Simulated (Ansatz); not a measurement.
**AgHPt (built on the sites of a database entry of LiHPd): following an unstable mode**

Aim: this structure of AgHPt (built on the sites of a database entry of LiHPd) is to be tested for unstable modes, and one is followed downhill.

Method: DFT r2SCAN, scalar-relativistic, plane waves, PAW, in Ansatz 0.2.0.

Report form: the programs' logs are mostly left out.

The structure was built from a prototype and need not be the compound's stable phase.

## (1) Set-up

It takes space group P4/mmm (No. 123, tetragonal). Conventional cell: a = 2.791 Å, b = 2.791 Å, c = 4.576 Å, α = 90.00°, β = 90.00°, γ = 90.00°. Nearest to Ag lie 2 H at 2.29 Å. H has 4 Pt at 1.97 Å and 2 Ag at 2.29 Å nearest. Pt has 4 H at 1.97 Å nearest. Farther neighbours are not listed.

## (2) Modes at Γ

The cell comes from relaxations at this level that are not shown. The zone centre is the only wavevector solved here; it holds the modes that light can see, as far as symmetry allows. No field response is asked, since the mesh shows no gap.

input.yaml reads:

```yaml
crystal:
  lattice:
    - [2.7912040581, 0.0, 0.0]
    - [0.0, 2.7912040581, 0.0]
    - [0.0, 0.0, 4.5757372868]
  atoms:
    - { symbol: Ag, position: [0.5, 0.5, 0.5] }
    - { symbol: H, position: [0.5, 0.5, 0.0] }
    - { symbol: Pt, position: [0.0, 0.0, 0.0] }
kpoints:
  mp_grid: { grid: [16, 16, 12] }
hamiltonian:
  xc: r2scan
scf:
  occupations: { method: methfessel_paxton, width: 0.2 }
output:
  eigenvalues: true
phonons:
  method: dfpt
```

Command:

```console
$ ansatz run input.yaml --threads 8 --pin off --max-ram 14336MiB --backend cpu --events-out ev --progress --plain --runs-dir out
```

Wall time 4.3 min (8 threads of Arm Neoverse V2, shared host); peak memory 2.6 GiB.

This step gave:

* volume per atom: 11.88 Å³
* gap on the k-mesh: 0 eV
* sum-rule residual before enforcement: 8.72e-5 eV/Å²
* point group: 4/mmm
* highest optical mode at the zone centre (no LO-TO term): 668.0 cm⁻¹
* lowest optical zone-centre mode: -461.6 cm⁻¹

Patterns of degenerate modes are one choice out of their space. Modes at Γ, with each element's share of the kinetic energy (negative means imaginary):

```
mode  frequency (cm⁻¹)  symmetry  Ag %  H %  Pt %
   1            -461.6        Eu     0  100     0
   2            -461.6        Eu     0  100     0
   3               0.0  acoustic    35    0    64
   4               0.0  acoustic    35    0    64
   5               0.0  acoustic    35    0    64
   6              57.2        Eu    64    0    36
   7              57.2        Eu    64    0    36
   8             129.0       A2u    64    1    36
   9             668.0       A2u     1   99     0
```

Displacements in mode 2 (-461.6 cm⁻¹), the largest set to 1:
```
Ag1 0.00 0.00 0.00
H2  0.00 1.00 0.00
Pt3 0.00 0.00 0.00
```

Displacements in mode 9 (668.0 cm⁻¹), the largest set to 1:
```
Ag1  0.00  0.00 -0.01
H2   0.00  0.00  1.00
Pt3  0.00  0.00  0.00
```

Before it was imposed, the acoustic sum rule was missed by 8.7e-5 eV/Å². Small misses are needed for a sound result but don't prove that mesh and cutoff are converged. The lowest optical mode is imaginary, 461.6i cm⁻¹, so the energy falls along it.

## (3) The mode frozen in, largest atomic shift 0 Å

The mode followed lies at Γ with frequency 461.6i cm⁻¹ and is 2-fold degenerate, the softest among the wavevectors solved. At small amplitude the distorted cell has space group no. 25 by a symmetry search on the positions. The undistorted cell that holds it gives the zero of energy on the same k mesh.

Edit input.yaml of step 2 so:

```diff
@@ -16,4 +16,4 @@
 output:
+  forces: true
+  stress: true
   eigenvalues: true
-phonons:
-  method: dfpt
```

Run time: 4.3 s. Hardware: 8 threads; peak memory 0.65 GiB; 32 s of CPU time.

This step gave:

```yaml
pressure: -2.35e-4 GPa
energy_from_the_undistorted_cell: 0 meV/atom
```

The run ends at a pressure of 0.00 GPa.

## (4) The mode frozen in, largest atomic shift 0.22 Å

The atoms are moved along the unstable eigenvector, the largest shift by 0.22 Å, with the cell fixed.

input.yaml, the sections that differ from step 3:

```yaml
crystal:
  lattice:
    - [2.7912040581, 0.0, 0.0]
    - [0.0, 2.7912040581, 0.0]
    - [0.0, 0.0, 4.5757372868]
  atoms:
    - { symbol: Ag, position: [0.4998000027, 0.5, 0.5] }
    - { symbol: H, position: [0.5788190313, 0.5, 0.0] }
    - { symbol: Pt, position: [-0.0002966734, 0.0, 0.0] }
# kpoints, hamiltonian, scf, output: as in step 3
```

The job ended after 10 s (8 threads; peak memory 0.91 GiB).

Numbers from this step:

| Property | Result |
| --- | --- |
| pressure | 1.312 GPa |
| energy from the undistorted cell | -3.917 meV/atom |

The energy, extrapolated to zero smearing, is -3.92 meV/atom against the undistorted cell.

The run ends at a pressure of 1.31 GPa, with forces up to 0.044 eV/Å.

## (5) Energy along the mode, all amplitudes (two of the runs are shown above)

An imaginary frequency means negative curvature, so the energy should fall and then rise again as anharmonic terms take over.

Numbers from this step:

* depth at the lowest point sampled: 3.917 meV/atom
* largest atomic shift at that point: 0.22 Å

Energy from the parent against largest atomic shift:

```
largest atomic shift (Å)  energy from the parent (meV/atom)
                   0.000                                  0
                   0.040                             -0.209
                   0.080                             -0.803
                   0.140                              -2.17
                   0.220                              -3.92
                   0.320                              -3.02
                   0.450                               10.7
```

Displacement at unit largest shift by atom:

```
atom  x (Å)  y (Å)  z (Å)  size
 Ag1   0.00   0.00   0.00  0.00
  H2   1.00   0.00   0.00  1.00
 Pt3   0.00   0.00   0.00  0.00
```

The lowest of the steps tried is at 0.22 Å, 3.92 meV/atom below the parent; the bottom of the well need not coincide with a step.

## (6) Relaxing from the distorted cell

Starting from the lowest point found, all atoms and the cell are let go, so that strain and other modes of the same symmetry can join in.

Edit input.yaml of step 4 so:

```diff
@@ -19 +19,6 @@
   eigenvalues: true
+relax:
+  adjacent_minimum: "off"
+  f_tol: 0.002
+  max_steps: 120
+  cell: { stress_tol: 0.03 }
```

The job ended after 77 s (8 threads; peak memory 1 GiB; 10 min of CPU time).

Step by step:

```
step  energy less that of the first step (eV)  largest force component (eV/Å)  pressure (GPa)  volume (Å³)
   1                                   0.0000                          0.0442            1.31        35.65
   2                                  -0.0050                          0.1233           -1.56        36.21
   3                                  -0.0080                          0.1321           -0.37        35.89
   4                                  -0.0119                          0.1162            0.16        35.83
   5                                  -0.0167                          0.0043            0.09        36.08
   6                                  -0.0167                          0.0002            0.00        36.10
  7*                                  -0.0171                          0.0002            0.01        36.10
```

Relaxation steps marked * repeat the geometry before them on a plane-wave basis chosen anew for their cell, so energy and pressure can jump there.

Forces are held to the 4 operations that the run works with; a distortion that breaks them can't arise in this run.

```
     cell as run  before  after  change
           a (Å)   2.791  2.838  +1.7 %
           b (Å)   2.791  2.855  +2.3 %
           c (Å)   4.576  4.456  -2.6 %
volume (Å³/atom)   11.88  12.03  +1.3 %
```

The atoms that moved most (Å, as changes of fractional coordinates times the final cell):

```
atom      dx     dy     dz  length
  H2   0.136  0.000  0.000   0.136
 Ag1  -0.104  0.000  0.000   0.104
 Pt3  -0.032  0.000  0.000   0.032
```

The relaxed structure:

```xyz
3
Lattice="2.8377 0.0000 0.0000 0.0000 2.8553 0.0000 0.0000 0.0000 4.4559" Properties=species:S:1:pos:R:3 pbc="T T T"
Ag    1.3141    1.4276    2.2279
H     1.7785    1.4276    0.0000
Pt   -0.0327    0.0000    0.0000
```

This step gave:

| Quantity | Value |
| --- | --- |
| pressure | 0.008748 GPa |
| volume per atom | 12.03 Å³ |

The distorted start has space group Pmm2; the relaxation ends in Pmm2.

## (7) The new phase in its own primitive cell

The relaxed structure is symmetrised, reduced to its primitive cell and relaxed tightly, as its phonons need.

input.yaml, the sections that differ from step 6:

```yaml
crystal:
  lattice:
    - [2.8552786694, 0.0, 0.0]
    - [0.0, 4.4558525888, 0.0]
    - [0.0, 0.0, 2.8376781666]
  atoms:
    - { symbol: Ag, position: [0.5, 0.5, 0.4630956708] }
    - { symbol: H, position: [0.5, 0.0, 0.6267583225] }
    - { symbol: Pt, position: [0.0, 0.0, 0.9884683672] }
kpoints:
  mp_grid: { grid: [14, 10, 14] }
relax:
  adjacent_minimum: "off"
  f_tol: 0.001
  max_steps: 60
  cell: { stress_tol: 0.01 }
# hamiltonian, scf, output: as in step 6
```

Elapsed: 50 s, on 8 threads; peak memory 0.85 GiB.

Step by step:

```
step  energy less that of the first step (eV)  largest force component (eV/Å)  pressure (GPa)  volume (Å³)
   1                                   0.0000                          0.0023           -0.01        36.10
   2                                   0.0000                          0.0012            0.04        36.08
   3                                   0.0000                          0.0025           -0.03        36.10
   4                                   0.0000                          0.0017            0.00        36.09
   5                                   0.0000                          0.0011            0.00        36.10
   6                                   0.0000                          0.0002            0.00        36.09
  7*                                   0.0000                          0.0002            0.00        36.09
```

Relaxation steps marked * repeat the geometry before them on a plane-wave basis chosen anew for their cell, so energy and pressure can jump there.

Forces are held to the 4 operations that the run works with; a distortion that breaks them can't arise in this run.

```
conventional cell, symmetrised  before  after  change
                         a (Å)   2.855  2.856  +0.0 %
                         b (Å)   4.456  4.449  -0.2 %
                         c (Å)   2.838  2.841  +0.1 %
              volume (Å³/atom)   12.03  12.03  -0.0 %
```

The relaxed structure:

```cif
data_structure
_symmetry_space_group_name_H-M 'P 1'
_symmetry_Int_Tables_number 1
_cell_length_a 2.8560
_cell_length_b 4.4488
_cell_length_c 2.8407
_cell_angle_alpha 90.000
_cell_angle_beta 90.000
_cell_angle_gamma 90.000
_cell_volume 36.09
loop_
_atom_site_label
_atom_site_type_symbol
_atom_site_fract_x
_atom_site_fract_y
_atom_site_fract_z
_atom_site_occupancy
Ag1 Ag 0.50000 0.50000 0.46284 1
H2 H 0.50000 0.00000 0.62727 1
Pt3 Pt 0.00000 0.00000 0.98821 1
```

This step gave:

```yaml
pressure: -2.65e-4 GPa
```

The largest force component left is 0.17 meV/Å and the pressure is 0.000 GPa, within the tolerances set. The cell now holds 12.03 Å³/atom.

## (8) Modes of the new phase, k-mesh 14×10×14

A relaxed structure may still be a saddle point, so its zone-centre modes are computed. No field response is asked, since the mesh shows no gap.

input.yaml, the sections that differ from step 7:

```yaml
crystal:
  lattice:
    - [2.8560325386, 0.0, 0.0]
    - [0.0, 4.4488134205, 0.0]
    - [0.0, 0.0, 2.8407210824]
  atoms:
    - { symbol: Ag, position: [0.5, 0.5, 0.4628429261] }
    - { symbol: H, position: [0.5, 0.0, 0.6272743942] }
    - { symbol: Pt, position: [0.0, 0.0, 0.9882050402] }
output:
  eigenvalues: true
phonons:
  method: dfpt
# kpoints, hamiltonian, scf: as in step 7
# relax: removed
```

Elapsed: 7.7 min, on 8 threads; peak memory 2.9 GiB.

This step gave:

- sum-rule residual before enforcement: 6.97e-5 eV/Å²
- point group: mm2
- highest optical mode at the zone centre (no LO-TO term): 837.2 cm⁻¹
- lowest optical zone-centre mode: 63.06 cm⁻¹

Patterns of degenerate modes are one choice out of their space. Modes at Γ, with each element's share of the kinetic energy:

```
mode  frequency (cm⁻¹)  symmetry  Ag %  H %  Pt %
   1               0.0  acoustic    35    0    64
   2               0.0  acoustic    35    0    64
   3               0.0  acoustic    35    0    64
   4              63.1        B1    65    0    35
   5              66.5        A1    65    0    35
   6             124.1        B2    62    2    36
   7             550.8        B2     2   98     0
   8             810.4        A1     0   99     1
   9             837.2        B1     0   99     1
```

Displacements in mode 4 (63.1 cm⁻¹), the largest set to 1:
```
Ag1  1.00  0.00  0.00
H2  -0.63  0.00  0.00
Pt3 -0.55  0.00  0.00
```

Displacements in mode 9 (837.2 cm⁻¹), the largest set to 1:
```
Ag1  0.00  0.00  0.00
H2   1.00  0.00  0.00
Pt3 -0.01  0.00  0.00
```

Before it was imposed, the acoustic sum rule was missed by 7.0e-5 eV/Å². Small misses are needed for a sound result but don't prove that mesh and cutoff are converged. The lowest optical mode is real, 63.1 cm⁻¹.

## (9) Summary of results

```
unstable mode of the parent                                                      : q = (0, 0, 0), 462i cm⁻¹
depth at the lowest point sampled                                                : 3.92 meV/atom
largest atomic shift at that point                                               : 0.22 Å
space group reached (within 0.01 Å)                                              : Pmm2
energy gained over the parent (first relaxation, on the mesh of the frozen mode) : 9.71 meV/atom
volume per atom, phase reached                                                   : 12.0 Å³
lowest optical zone-centre mode, phase reached                                   : 63.1 cm⁻¹
highest optical mode at the zone centre (no LO-TO term), phase reached           : 837 cm⁻¹
```

In words: Along this mode the structure falls into Pmm2, 9.71 meV/atom below the parent. At the parent's cell the well is 3.917 meV/atom deep on the steps tried, with its lowest point at a shift of 0.22 Å. Relaxing atoms and cell changes the gain by +5.79 meV/atom against the lowest step (energies at zero smearing). The new phase has no imaginary mode at the zone centre of its cell; other wavevectors were not checked. Of the 3 patterns followed to their end from this parent, this one ends 16.1 meV/atom above the lowest, Amm2. Each path keeps the symmetry of its pattern, so a lower phase may lie along a pattern not tried. With no gap, or one that is small against the smearing, the frequencies hang on the k mesh and the smearing, most of all near Kohn anomalies. Spin-orbit coupling is left out, which can matter for the heavy elements here. The starting cell was built on a prototype and not taken from a measurement, so the phase need not exist.

[Logs are printed without paths, hosts, clocks, repeated set-up lines and the standing remarks that a program may print on its own settings, such as how far it seeks lower states.]

[Hosts, paths, dates, database ids (printed as entryN), source tags and the programs' standing remarks are cut or masked in the printed files.]
